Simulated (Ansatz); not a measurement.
# BaTiO3 (P4mm): band gap by G0W0 on PBE, part 2 of 2

Aim: the quasiparticle gap of BaTiO3 (P4mm), starting from PBE.

Ansatz 0.2.0; PBE, then G0W0 on it, plane waves, PAW. Known limits of the many-body steps: finite bands, screening cutoff and k mesh; no spin-orbit coupling in G0W0.

So far. Step 2 (Bands along the symmetry lines): Over mesh and path the gap is 1.836 eV, from k = (0.500, 0.500, 0.500) to k = Γ. The least direct gap found is 2.088 eV, at k = Γ.

The database entry behind the starting cell differs from later determinations by our own check (c/a about 0.6 % short), so it need not match the best structure at ambient conditions.

In doubt: masses and optical values from hybrid runs of this build are listed as unsure (in some of the runs), which bears on the screening that GW takes from such a start.

## Step 3: G0W0 on the 6×6×6 mesh

G0W0 replaces the xc potential by a self-energy built once from the orbitals of the start. Levels are corrected in the window of bands that the input names, at points of the mesh.

This step: G0W0 on PBE, plane waves, PAW.

input.yaml reads:

```yaml
crystal:
  lattice:
    - [3.9998, 0.0, 0.0]
    - [0.0, 3.9998, 0.0]
    - [0.0, 0.0, 4.018]
  atoms:
    - { symbol: Ba, position: [0.0, 0.0, 0.0] }
    - { symbol: Ti, position: [0.5, 0.5, 0.49] }
    - { symbol: O, position: [0.5, 0.5, 0.019] }
    - { symbol: O, position: [0.5, 0.0, 0.517] }
    - { symbol: O, position: [0.0, 0.5, 0.517] }
kpoints:
  mp_grid: { grid: [6, 6, 6] }
hamiltonian:
  xc: pbe
  pseudopotentials: { kind: paw, source: ansatz }
scf:
  occupations: { method: fixed }
gw:
  n_empty_bands: 1081
  ecut_chi: 380
  qp_bands: [v2, c2]
  qp_kpoints: band_edges
  screening: { model: contour_deformation }
```

The run is started by

```
$ ansatz run input.yaml --threads 4 --pin off --max-ram 138240MiB --backend cuda --events-out ev --progress --plain --runs-dir out --devices 1 --max-vram 26GiB
```

Numbers of over 12 decimals in the logs are rounded to 6 here.

What it wrote:

```text
GPUs: using 1 of 1 available (devices: 1).
[...]
GPU FFT provider: cuFFT
GPU libraries: cuBLAS 13.8.2, cuFFT 12.4.0, cuSOLVER 12.3.4
Crystal: 5 atoms, lattice volume = 64.282 Å³
Basis set: ecut = 930 eV, 4115 PW (Γ)
Bands: 25, of which v1, the nominal top of the filled ones, is band 20 counted from 1 (19 counted from 0)
Symmetry: 8 space group operations
[...]
k-points: 40 of 216 (time reversal used)
[...]
GPU buffer pool allocated for 91125 grid points (all kernels)
[...]
SCF iter   1: F=—  HF=-10146.709587 eV  |F-HF|=—  |Δ(HF+E_count)|=         —  Δρ=9.37e-2  dr2=7.59e0  ethr=3.10e-3  ⟨swp⟩=4.1  Hψ=3962  notcnv=0  defer=57
[...]
SCF iter  11: F=-10144.589061 eV  HF=-10144.589061 eV  |F-HF|=1.27e-10  |Δ(HF+E_count)|=   2.08e-8  Δρ=1.10e-6  dr2=3.16e-10  ethr=2.50e-10  ⟨swp⟩=9.8  Hψ=4043  notcnv=0
SCF 1 converged in 11 iterations: F = -10144.589061 eV  dr2 = 3.16e-10
[...]
NSCF: frozen V_eff on 40 k-points, pencils in batches of 32, up to order 100
the band table was solved once the SCF had ended and its energy, with any forces and stress, was formed, with the checks that follow a solve (4626 applications of the Hamiltonian). They found nothing against the state; the energy, forces and stress were not computed again (output.eigenvalues in the input reference)
[...]
NSCF: frozen V_eff on 40 k-points
G₀W₀ screening: q 1/40
[... further progress lines ...]
SCF converged after 11 iterations
Free energy (F): -10144.589061 eV
[...]
Internal energy: -10144.589061 eV  (E = F + TS)
E sigma→0 (E₀):  -10144.589061 eV
Fermi energy:    10.325022 eV
[...]
--- Band table (eV; the first three rows and the last of 40) ---
  k-point 0: bands = [... 16 lower, 9.1709, 10.0563, 10.0710, 10.0710, 12.1551, 12.3664, 12.3664, 14.3479, ... 1 higher]
  k-point 1: bands = [... 16 lower, 8.9613, 9.5051, 9.9542, 9.9542, 12.1860, 12.8030, 12.8030, 14.3470, ... 1 higher]
  k-point 2: bands = [... 16 lower, 8.5950, 8.7327, 9.7494, 9.7494, 12.2498, 13.5621, 13.5621, 14.3474, ... 1 higher]
  k-point 39: bands = [... 16 lower, 7.9685, 10.2417, 10.2417, 10.3250, 14.5298, 14.5298, 14.5315, 16.9633, ... 1 higher]
--- G₀W₀: contour deformation, 7 samples at zero and on the imaginary axis and 2 off it, 216 q-points, 1081 empty bands' worth ---
  eigenvalues of the whole cell's RPA ε∞ on this k-mesh (on a slab, of 1 + 4πα/V) = 5.8759, 6.2627, 6.2627; static W/v taken at q = 0 is 0.163032
  bands read: the sum over 1101 bands ends inside a degenerate multiplet in 3 slots, whose members it reads at an even weight; the widest, k=0: bands 1101 to 1102 (counted from 1) at 1/2 each
  gw.qp_kpoints: band_edges: 28 of 40 stored k-points solved, in 1 pass; an edge of the gap read off the rows below is read off those points alone
    valence top: of the k-points left out ik 5 came nearest to being solved in a further pass, in band 20 (counted from 1, as in the quasiparticle table): it holds the edge there only if its correction is more favourable than any solved in that band by at least 0.502 eV; those differ by 0.054 eV
    conduction bottom: of the k-points left out ik 5 came nearest to being solved in a further pass, in band 21 (counted from 1, as in the quasiparticle table): it holds the edge there only if its correction is more favourable than any solved in that band by at least 0.483 eV; those differ by 0.054 eV
    ik  band        ε_KS         Σx   Σc(E_QP)       V_xc       Z   E_QP_lin       E_QP  E_QP is
     0    19     10.0710   -25.6242     3.7137   -21.1257  0.7163     9.2728     9.2862  root
     0    20     10.0710   -25.6242     3.7137   -21.1257  0.7163     9.2728     9.2862  root
     0    21     12.1551   -12.6263    -6.8584   -20.2359  0.7280    12.9172    12.9063  root
     0    22     12.3664   -13.1089    -6.5749   -20.4178  0.7266    13.1107    13.1004  root
     1    19      9.9542   -25.6236     3.8060   -21.0246  0.7149     9.1471     9.1612  root
     1    20      9.9542   -25.6236     3.8060   -21.0246  0.7149     9.1471     9.1612  root
     1    21     12.1860   -12.6869    -6.9074   -20.3534  0.7267    12.9565    12.9451  root
     1    22     12.8030   -13.7357    -6.6742   -21.1398  0.7155    13.5442    13.5329  root
     2    19      9.7494   -25.6430     3.9736   -20.8550  0.7131     8.9192     8.9350  root
     2    20      9.7494   -25.6430     3.9736   -20.8550  0.7131     8.9192     8.9350  root
     2    21     12.2498   -12.8175    -7.0110   -20.6041  0.7237    13.0375    13.0253  root
     2    22     13.5621   -14.4614    -7.1816   -22.3928  0.6930    14.3274    14.3120  root
     3    19      9.6587   -25.6765     4.0565   -20.7933  0.7124     8.8153     8.8320  root
     3    20      9.6587   -25.6765     4.0565   -20.7933  0.7124     8.8153     8.8320  root
     3    21     12.2826   -12.8878    -7.0659   -20.7380  0.7222    13.0794    13.0668  root
     3    22     13.9140   -14.7447    -7.5064   -23.0107  0.6807    14.6917    14.6736  root
     4    19      9.8556   -25.2925     3.5633   -20.9603  0.7157     9.0736     9.0867  root
     4    20      9.9489   -25.8060     3.8569   -21.1527  0.7155     9.1384     9.1525  root
     4    21     12.3884   -13.1535    -6.6222   -20.5152  0.7256    13.1385    13.1278  root
     4    22     12.6642   -13.5836    -6.7657   -21.0704  0.7152    13.3964    13.3853  root
     8    19      9.5487   -25.3130     3.7253   -20.7916  0.7136     8.7376     8.7526  root
     8    20      9.6477   -25.7090     3.9546   -20.9434  0.7130     8.8209     8.8366  root
     8    21     12.4457   -13.2052    -6.7843   -20.7519  0.7227    13.2198    13.2081  root
     8    22     13.4845   -14.4351    -7.1907   -22.3517  0.6916    14.2251    14.2104  root
    10    19      9.3689   -24.9007     4.3044   -19.7901  0.6982     8.5427     8.5627  root
    10    20      9.9490   -25.5127     4.2386   -20.4662  0.7055     9.1245     9.1410  root
    10    21     13.4934   -14.3500    -7.2886   -22.3795  0.6918    14.2497    14.2343  root
    10    22     13.6084   -14.5185    -7.3158   -22.5883  0.6896    14.3785    14.3623  root
    11    19      9.3357   -24.9797     4.2894   -19.8833  0.6980     8.5083     8.5287  root
    11    20     10.0208   -25.5129     4.2659   -20.4424  0.7051     9.1999     9.2162  root
    11    21     13.5262   -14.4361    -7.3396   -22.5142  0.6893    14.2803    14.2647  root
    11    22     13.9299   -14.7136    -7.5895   -23.0667  0.6796    14.7120    14.6936  root
    12    19      9.4197   -25.4079     3.8499   -20.7406  0.7129     8.5859     8.6022  root
    12    20      9.5227   -25.7558     4.0528   -20.8756  0.7121     8.6784     8.6953  root
    12    21     12.4759   -13.2508    -6.8599   -20.8838  0.7211    13.2612    13.2490  root
    12    22     13.8533   -14.7162    -7.5071   -22.9552  0.6790    14.6025    14.5851  root
    14    19      9.2951   -24.9786     4.2908   -19.8745  0.6989     8.4614     8.4818  root
    14    20     10.0259   -25.5195     4.2592   -20.4581  0.7052     9.2075     9.2237  root
    14    21     13.5958   -14.4404    -7.3322   -22.5350  0.6909    14.3745    14.3582  root
    14    22     13.8782   -14.7139    -7.5969   -23.0471  0.6775    14.6323    14.6145  root
[...]
37    19      9.5365   -25.1496     4.2677   -20.0569  0.7034     8.6927     8.7116  root
    37    20     10.2887   -25.7664     4.3023   -20.6821  0.7043     9.4918     9.5067  root
    37    21     14.0489   -14.7418    -7.6693   -23.1632  0.6761    14.8197    14.8010  root
    37    22     14.0489   -14.7418    -7.6693   -23.1632  0.6761    14.8197    14.8010  root
    38    19      9.9645   -25.4194     4.2802   -20.3409  0.7047     9.1499     9.1662  root
    38    20     10.3128   -25.8231     4.2962   -20.7503  0.7045     9.5217     9.5362  root
    38    21     14.3529   -14.7025    -7.9595   -23.4130  0.6670    15.1246    15.1038  root
    38    22     14.3529   -14.7025    -7.9595   -23.4130  0.6670    15.1246    15.1038  root
    39    19     10.2417   -25.8209     4.2695   -20.7632  0.7063     9.4388     9.4535  root
    39    20     10.3250   -25.8519     4.2930   -20.7851  0.7047     9.5368     9.5512  root
    39    21     14.5298   -14.7147    -8.1842   -23.6522  0.6599    15.3055    15.2831  root
    39    22     14.5298   -14.7147    -8.1842   -23.6522  0.6599    15.3055    15.2831  root
```

Elapsed: 10 min, on 1 × NVIDIA H100 80GB HBM3 (shared by 3 runs) with 4 threads of AMD EPYC 7R13 (Zen 3), shared host; peak memory 12 GiB; 20 min of CPU time.

This step gave:

* bands summed: 1101
* RPA ε∞ on this mesh (eigenvalues): 5.876, 6.263, 6.263
* plane waves in the screening matrix: 1045
* q-points in the mesh: 216
* G0W0 gap over the corrected points: 3.355 eV
* k of the valence top: -0.5, -0.5, -0.5
* k of the conduction bottom: 0, 0, 0
* starting gap on the mesh: 1.830 eV
* Z at the valence top: 0.7047
* Z at the conduction bottom: 0.7280
* least direct G0W0 gap over the corrected points: 3.620 eV

Over 28 of 40 irreducible mesh points the G0W0 gap is 3.355 eV, from k = (-0.500, -0.500, -0.500) to k = Γ. The PBE gap of this run on the mesh is 1.830 eV. The two states that bound the G0W0 gap lie that far apart at the start, so the correction of the gap is 3.355 − 1.830 = +1.525 eV. The start of this run differs from the step before in files (soft_2 PAW and hard PAW) and plane-wave cutoff (420 eV and 930 eV).

Labels follow the order of the start: v1 is the top filled band, c1 the lowest empty one; levels that stay degenerate share a row, the window can cut a multiplet, doubted levels are not marked in this list, bands outside the window were not corrected, and the list may be a part of the corrected levels. The levels before and after the correction (eV, zero at the valence-band top of each column):

|  | conduction bottom | valence top |
| --- | --- | --- |
| Kohn-Sham | 1.83 | 0.00 |
| G0W0 | 3.36 | 0.00 |

|  | level | occupation | energy (eV) |
| --- | --- | --- | --- |
| Kohn-Sham | Γ v2-v1 | 2 | -0.254 |
| Kohn-Sham | Γ c1 | 0 | 1.830 |
| Kohn-Sham | Γ c2 | 0 | 2.041 |
| Kohn-Sham | (-0.5 -0.5 -0.5) v2 | 2 | -0.083 |
| Kohn-Sham | (-0.5 -0.5 -0.5) v1 | 2 | 0.000 |
| Kohn-Sham | (-0.5 -0.5 -0.5) c1-c2 | 0 | 4.205 |
| G0W0 | Γ v2-v1 | 2 | -0.265 |
| G0W0 | Γ c1 | 0 | 3.355 |
| G0W0 | Γ c2 | 0 | 3.549 |
| G0W0 | (-0.5 -0.5 -0.5) v2 | 2 | -0.098 |
| G0W0 | (-0.5 -0.5 -0.5) v1 | 2 | 0.000 |
| G0W0 | (-0.5 -0.5 -0.5) c1-c2 | 0 | 5.732 |

The parts of the quasiparticle energy for the two states that bound the G0W0 gap, in eV on the run's own scale (QP = start + Σx + Σc − Vxc, with Σc at the quasiparticle energy):

| edge | k | band | start | Σx | Σc | Vxc | Z | QP |
| --- | --- | --- | --- | --- | --- | --- | --- | --- |
| valence top | (-0.500, -0.500, -0.500) | 20 | 10.325 | −25.852 | 4.293 | −20.785 | 0.705 | 9.551 |
| conduction bottom | Γ | 21 | 12.155 | −12.626 | −6.858 | −20.236 | 0.728 | 12.906 |

## Step 4: Spin-orbit coupling in PBE

This run has two-component orbitals with spin-orbit coupling.

This step: DFT, PBE with spin-orbit coupling, plane waves, PAW.

input.yaml reads:

```yaml
crystal:
  lattice:
    - [3.9998, 0.0, 0.0]
    - [0.0, 3.9998, 0.0]
    - [0.0, 0.0, 4.018]
  atoms:
    - { symbol: Ba, position: [0.0, 0.0, 0.0] }
    - { symbol: Ti, position: [0.5, 0.5, 0.49] }
    - { symbol: O, position: [0.5, 0.5, 0.019] }
    - { symbol: O, position: [0.5, 0.0, 0.517] }
    - { symbol: O, position: [0.0, 0.5, 0.517] }
kpoints:
  mp_grid: { grid: [6, 6, 6] }
  band_path:
    path:
      - [0.0, 0.0, 0.0]
      - [0.0, 0.5, 0.0]
      - [0.5, 0.5, 0.0]
      - [0.0, 0.0, 0.5]
      - [0.0, 0.5, 0.5]
      - [0.5, 0.5, 0.5]
    npoints: 1
hamiltonian:
  xc: pbe
scf:
  occupations: { method: fixed }
  n_extra_bands: 10
magnetization:
  noncollinear: true
  spin_orbit: true
output:
  eigenvalues: true
```

What it wrote:

```text
[...]
GPUs: using 1 of 1 available (devices: 1).
[...]
non-collinear run that drives no moment, with spin-orbit: no starting moment large enough to seed its density (crystal.atoms[].spin), no starting occupations that ask for one, no magnetisation constraint and no magnetic field, so the semilocal B_xc is pinned to zero
[...]
GPU FFT provider: cuFFT
GPU libraries: cuBLAS 13.8.2, cuFFT 12.4.0, cuSOLVER 12.3.4
Crystal: 5 atoms, lattice volume = 64.282 Å³
Basis set: ecut = 420 eV, 1237 PW (Γ)
Bands: 50, of which v1, the nominal top of the filled ones, is band 40 counted from 1 (39 counted from 0)
Symmetry: 8 space group operations + 8 with time reversal
[...]
k-points: 40 of 216 (time reversal used)
Projection manifold: j_resolved (fully-relativistic pseudo-atomic orbitals)
[...]
GPU buffer pool allocated for 19683 grid points (all kernels)
[...]
SCF iter   1: F=—  HF=-10164.763477 eV  |F-HF|=—  |Δ(HF+E_count)|=         —  Δρ=5.03e-2  dr2=1.90e0  dr2_m=0.00e0 (ungated)  ethr=3.10e-3  |M|=0.00e0 ∫|m|=0.00e0 μB  |m|>n=0.0e0 m-floor=0.0e0 τ_xc=0.0e0  β_m=0.30  ⟨swp⟩=4.4  Hψ=8617  notcnv=0  defer=186
[...]
spin=Noncollinear: Resta preconditioning applied to the charge; magnetization (m_x, m_y, m_z) channels mix plain (no charge-response kernel on spin).
SCF iter   2: F=—  HF=-10164.538406 eV  |F-HF|=—  |Δ(HF+E_count)|=   2.25e-1  Δρ=3.43e-2  dr2=8.60e-1  dr2_m=0.00e0 (ungated)  ethr=3.10e-3  |M|=0.00e0 ∫|m|=0.00e0 μB  |m|>n=0.0e0 m-floor=0.0e0 τ_xc=0.0e0  β_m=0.57  ⟨swp⟩=2.7  Hψ=2718  notcnv=0  defer=136
[...]
SCF iter  10: F=-10164.412738 eV  HF=-10164.412738 eV  |F-HF|=8.24e-10  |Δ(HF+E_count)|=   1.75e-7  Δρ=4.47e-6  dr2=1.38e-8  dr2_m=0.00e0 (ungated)  ethr=2.50e-10  |M|=0.00e0 ∫|m|=0.00e0 μB  |m|>n=0.0e0 m-floor=0.0e0 τ_xc=0.0e0  ⟨swp⟩=11.4  Hψ=8825  notcnv=0
SCF 1 converged in 10 iterations: F = -10164.412738 eV  dr2 = 1.38e-8
[...]
concurrent solve slots: 3 of 4 are kept, ahead of what memory takes: no pass of the eigensolver takes more rounds on 3
[...]
SCF converged after 10 iterations
Magnetization: |M| = 0.0000 μB,  M = (+0.0000, +0.0000, +0.0000) μB
Absolute magnetization: 0.0000 μB (∫|m|)
  site 0: m = (+0.0000, +0.0000, +0.0000) μB, |m| = 0.0000 μB  (R = 1.15 Å)
  site 1: m = (+0.0000, +0.0000, +0.0000) μB, |m| = 0.0000 μB  (R = 0.78 Å)
  site 2: m = (+0.0000, +0.0000, +0.0000) μB, |m| = 0.0000 μB  (R = 0.78 Å)
  site 3: m = (+0.0000, +0.0000, +0.0000) μB, |m| = 0.0000 μB  (R = 0.83 Å)
  site 4: m = (+0.0000, +0.0000, +0.0000) μB, |m| = 0.0000 μB  (R = 0.83 Å)
Free energy (F): -10164.412738 eV
[...]
Internal energy: -10164.412738 eV  (E = F + TS)
E sigma→0 (E₀):  -10164.412738 eV
Fermi energy:    10.301338 eV
[...]
--- Band table (eV; the first three rows and the last of 40) ---
  k-point 0: bands = [... 36 lower, 10.0865, 10.0865, 10.0953, 10.0953, 12.1358, 12.1358, 12.3363, 12.3363, ... 6 higher]
  k-point 1: bands = [... 36 lower, 9.9014, 9.9014, 9.9714, 9.9714, 12.1672, 12.1672, 12.7720, 12.7720, ... 6 higher]
  k-point 2: bands = [... 36 lower, 9.7029, 9.7029, 9.7523, 9.7523, 12.2308, 12.2308, 13.5289, 13.5289, ... 6 higher]
  k-point 39: bands = [... 36 lower, 10.2226, 10.2226, 10.3013, 10.3013, 14.5029, 14.5029, 14.5039, 14.5039, ... 6 higher]
```

Wall time 6.5 s (1 × NVIDIA H100 80GB HBM3 (shared by 3 runs) with 4 threads); peak memory 1 GiB.

This step gave:

```
gap                  : 1.834 eV
valence top at       : A
conduction bottom at : Γ
least direct gap     : 2.041 eV
```

Over mesh and listed points the gap is 1.834 eV, from k = (0.500, 0.500, 0.500) to k = Γ. The least direct gap found is 2.041 eV, at k = Γ. PBE+SOC against PBE: 1.834 − 1.836 = −0.002 eV, with the same mesh, set of files (read in its fully relativistic form for the spin-orbit run) and cutoff, and both edges at the same k points. The spin-orbit run sees mesh and listed points alone, so its gap is an upper bound: the coupling can move an edge off these points, the more so as this crystal has no centre of inversion, and the change over the zone, its sign included where it is small, is not known.

## Step 5: Side by side

Each gap is the least one over the points named; times are wall times on shared hosts, not benchmarks. A G0W0 time includes the run's own self-consistent start. Runs with listed points see these and the mesh alone, so an edge that moves elsewhere is missed. Rows marked * are further runs, not shown as steps, whose inputs differ from the G0W0 step on the same start in the columns given; solver thresholds can differ too. Symmetry makes (0.500, 0.500, 0.500) and (-0.500, -0.500, -0.500) one point.

| level | mesh | files, cutoff | bands summed, screening | points | gap (eV) | valence top | conduction bottom | least direct gap (eV) | time |
| --- | --- | --- | --- | --- | --- | --- | --- | --- | --- |
| PBE | 6×6×6 | soft_2 PAW, 420 eV | - | mesh and path | 1.836 | (0.500, 0.500, 0.500) | Γ | 2.088 | 6.5 s |
| PBE+SOC | 6×6×6 | soft_2 PAW, 420 eV | - | mesh and listed points | 1.834 | (0.500, 0.500, 0.500) | Γ | 2.041 | 6.5 s |
| G0W0@PBE* | 6×6×6 | hard PAW, 930 eV | 188, 110 eV | 28 of 40 irreducible mesh points | 3.264 | (-0.500, -0.500, -0.500) | Γ | 3.504 | 84 s |
| G0W0@PBE* | 6×6×6 | hard PAW, 930 eV | 402, 190 eV | 28 of 40 irreducible mesh points | 3.296 | (-0.500, -0.500, -0.500) | Γ | 3.550 | 3.1 min |
| G0W0@PBE* | 6×6×6 | hard PAW, 930 eV | 667, 270 eV | 28 of 40 irreducible mesh points | 3.329 | (-0.500, -0.500, -0.500) | Γ | 3.590 | 5 min |
| G0W0@PBE | 6×6×6 | hard PAW, 930 eV | 1101, 380 eV | 28 of 40 irreducible mesh points | 3.355 | (-0.500, -0.500, -0.500) | Γ | 3.620 | 10 min |

## Step 6: Results

* PBE gap over mesh and path: 1.836 eV, from k = (0.500, 0.500, 0.500) to k = Γ
* G0W0@PBE gap over 28 of 40 irreducible mesh points: 3.355 eV, from k = (-0.500, -0.500, -0.500) to k = Γ
* PBE+SOC gap over mesh and listed points: 1.834 eV
* estimated limit in bands and cutoff, on this mesh: 3.395 eV
* GW settings: 6×6×6 mesh, 1081 empty bands, screening to 380 eV, hard PAW files
* known limits: finite bands, screening cutoff and k mesh; no spin-orbit coupling in G0W0

What this shows: Over 28 of 40 irreducible mesh points the G0W0 gap is 3.355 eV, from k = (-0.500, -0.500, -0.500) to k = Γ. The PBE gap of this run on the mesh is 1.830 eV. The two states that bound the G0W0 gap lie that far apart at the start, so the correction of the gap is 3.355 − 1.830 = +1.525 eV. The valence state moves by 9.551 − 10.325 = −0.774 eV and the conduction state by 12.906 − 12.155 = +0.751 eV, on the run's own scale; with 188 bands the edge states move by −0.209 and +1.225 eV, so the split between the edges depends on the bands and cutoff. Both edges that PBE shows over mesh and path lie at k points where levels were corrected. Levels at other points were not corrected, so a lower G0W0 gap elsewhere in the zone is not ruled out. From 188 bands and 110 eV to 1101 bands and 380 eV the gap moves by 3.355 − 3.264 = +0.091 eV (rung by rung 3.264, 3.296, 3.329, 3.355 eV); bands and screening cutoff rise together, so their parts are not told apart. A line in one over the bands through the two highest rungs gives 3.355 + (3.355 − 3.329) × 667 / (1101 − 667) = 3.395 eV, and through the pair below 3.329 + (3.329 − 3.296) × 402 / (667 − 402) = 3.379 eV. The two agree within 0.03 eV and the same two states bound the gap in each rung, so 3.395 eV is taken as an estimate of the limit on this mesh. G0W0 on other starts in this series, not shown as steps and not all at these settings: 3.553 eV on HSE06 (6×6×6, hard PAW, 402 bands, 190 eV) and 3.819 eV on PBE0 (6×6×6, hard PAW, 402 bands, 190 eV). PBE+SOC against PBE: 1.834 − 1.836 = −0.002 eV, with the same mesh, set of files (read in its fully relativistic form for the spin-orbit run) and cutoff, and both edges at the same k points. The spin-orbit run sees mesh and listed points alone, so its gap is an upper bound: the coupling can move an edge off these points, the more so as this crystal has no centre of inversion, and the change over the zone, its sign included where it is small, is not known. What spin-orbit coupling does to the G0W0 levels was not computed, so no sum with the G0W0 gap is formed. The G0W0 runs are scalar-relativistic. No pair of G0W0 runs that differ in the mesh alone is shown (6×6×6 is a supercell whose nearest images lie 24 Å apart), so the error from the mesh is not known here. G0W0 is shown with one set of atomic data (hard PAW), so the error from the files is not known here. Failed or unusable runs on PBE in this series, left out of the table: G0W0@PBE (6×6×6 mesh, all-electron files, 2970 eV, 382 empty bands) reached its time limit after 12 min.

[Paths, hosts, dates, memory and timing lines, banners, echoed tables and standing remarks are left out of the program output.]

[Logs are printed without paths, hosts, clocks, repeated set-up lines and the standing remarks that a program may print on its own settings, such as how far it seeks lower states.]

[Runs of the session that timed out or met a known fault of the program may be left out.]

[Cells called generated may have been cut or substituted from an entry of the Crystallography Open Database or the Materials Project.]

[Hosts, paths, dates, database ids (printed as entryN), source tags and the programs' standing remarks are cut or masked in the printed files.]

[Where an RPA ε∞ is given, it is that of the G0W0 mesh and is not shown converged in it. Names of k-points follow the symmetry that the program found, which can be lower than the space group named. Band edges on a path are those of the sampled points; other points can move an edge, and change direct to indirect where valleys lie close.]

[Hybrid gaps are those of their k-mesh and are not shown converged in it.]
